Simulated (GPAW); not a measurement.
Consider SnO2 (Pnnm).

```xyz
6
Lattice="4.7880 0.0000 0.0000 0.0000 4.8666 0.0000 0.0000 0.0000 3.2409" Properties=species:S:1:pos:R:3 pbc="T T T"
Sn    0.0000    0.0000    0.0000
Sn    2.3940    2.4333    1.6204
O     3.3906    3.3042    0.0000
O     0.9966    3.9957    1.6204
O     3.7914    0.8709    1.6204
O     1.3974    1.5624    0.0000
```

Absorber: atom 3, with 3 Sn at 2.09 Å (distorted trigonal planar, site symmetry m). Method: GPAW, LDA, full core hole (charged cell), 12-atom cell with 5.8 Å between holes, 4×4×4 k points, dipole transitions, Gaussian full width 0.9 eV up to 4 eV, rising linearly to 3.5 eV at 25 eV.

Question: Where do the maxima of the O K edge fall?

Main maxima up to 24 eV above the zero (height): 3.9 eV (2.41) and 9.4 eV (2.75). A K edge sees empty p states on the absorber. The total-energy difference plus the lowest empty eigenvalue puts the zero at 532.60 eV. One term is added: -8.83 eV, since the hole is spin-paired here and a spin-polarised one costs that much less in the free atom (computed apart). The photon energy is then 523.77 eV. The functional and the charged cell's background leave an error in such absolute values: in the free atom LDA prices this hole 4.1 eV below PBE (computed apart), and PBE is itself good to a few eV.

The O K spectrum (energy from the lowest empty level; intensity scaled to a mean of 1 over the first 20 eV; polarised curves are means over the symmetry-equivalent atoms):

```csv
E (eV),isotropic,ε ∥ x,ε ∥ y,ε ∥ z
-2.0,0.00,0.00,0.00,0.00
-1.5,0.00,0.00,0.00,0.00
-1.0,0.00,0.00,0.00,0.00
-0.5,0.00,0.00,0.00,0.00
0.0,0.00,0.00,0.00,0.00
0.5,0.02,0.02,0.01,0.02
1.0,0.10,0.10,0.08,0.12
1.5,0.16,0.16,0.15,0.18
2.0,0.34,0.30,0.29,0.42
2.5,0.95,0.83,0.83,1.19
3.0,1.28,1.14,1.18,1.52
3.5,1.90,1.40,1.42,2.87
4.0,2.39,1.56,1.66,3.96
4.5,1.73,1.09,1.14,2.96
5.0,1.15,0.86,0.84,1.75
5.5,0.61,0.53,0.52,0.78
6.0,0.49,0.48,0.48,0.51
6.5,0.82,0.77,0.74,0.94
7.0,1.26,1.10,1.07,1.62
7.5,1.58,1.40,1.39,1.95
8.0,1.75,1.59,1.62,2.03
8.5,2.10,1.95,1.98,2.37
9.0,2.59,2.57,2.59,2.62
9.5,2.73,2.94,2.98,2.26
10.0,2.39,2.78,2.84,1.56
10.5,1.96,2.36,2.41,1.11
11.0,1.64,1.95,1.97,0.99
11.5,1.34,1.55,1.54,0.92
12.0,1.00,1.15,1.10,0.76
12.5,0.70,0.81,0.72,0.56
13.0,0.49,0.58,0.50,0.40
13.5,0.38,0.45,0.41,0.28
14.0,0.32,0.39,0.37,0.21
14.5,0.30,0.36,0.35,0.18
15.0,0.30,0.35,0.34,0.20
15.5,0.33,0.36,0.36,0.27
16.0,0.38,0.38,0.41,0.36
16.5,0.45,0.42,0.48,0.44
17.0,0.51,0.46,0.57,0.50
17.5,0.57,0.52,0.65,0.53
18.0,0.61,0.58,0.71,0.55
18.5,0.64,0.62,0.74,0.55
19.0,0.64,0.64,0.73,0.55
19.5,0.64,0.65,0.71,0.56
20.0,0.64,0.65,0.69,0.57
20.5,0.65,0.68,0.68,0.59
21.0,0.68,0.72,0.68,0.62
21.5,0.71,0.77,0.69,0.68
22.0,0.75,0.82,0.69,0.75
22.5,0.79,0.84,0.69,0.84
23.0,0.83,0.85,0.68,0.95
23.5,0.87,0.85,0.69,1.07
24.0,0.93,0.86,0.71,1.21
24.5,0.99,0.89,0.75,1.34
25.0,1.06,0.92,0.80,1.46
25.5,1.11,0.95,0.85,1.53
26.0,1.14,0.97,0.90,1.55
26.5,1.13,0.97,0.92,1.50
27.0,1.10,0.95,0.94,1.41
27.5,1.06,0.92,0.96,1.30
28.0,1.03,0.90,0.99,1.19
28.5,1.02,0.90,1.04,1.12
29.0,1.05,0.93,1.11,1.09
29.5,1.11,1.00,1.20,1.12
30.0,1.18,1.10,1.28,1.17
30.5,1.26,1.21,1.34,1.23
31.0,1.31,1.31,1.37,1.26
31.5,1.33,1.38,1.38,1.24
32.0,1.31,1.40,1.36,1.17
```

The holes are only 5.8 Å apart, so the shape is probably not converged with cell size; no larger cell was run here. The mesh is coarse (0.33 Å⁻¹ between points), so small maxima may be mesh ripples. Lifetime broadening is put in by hand, and intensities beyond about 20 eV depend on it and on the partial waves. The structure is a computed Materials Project entry and may be a hypothetical form.

[Banner, clock and machine lines of the logs are left out without a mark of their own.]

[Logs are printed without paths, hosts, clocks, repeated set-up lines and the standing remarks that a program may print on its own settings, such as how far it seeks lower states.]

[Hosts, paths, dates, database ids (printed as entryN), source tags and the programs' standing remarks are cut or masked in the printed files.]

[Lists of maxima count a maximum above −3 eV only where it reaches 4 % of the highest in the window and stands out from its surroundings by 2 % of it (1.5 % where it reaches 55 %); shoulders and weaker maxima are passed over, and of the rest the first, up to two pre-edge ones and the few strongest are named.]
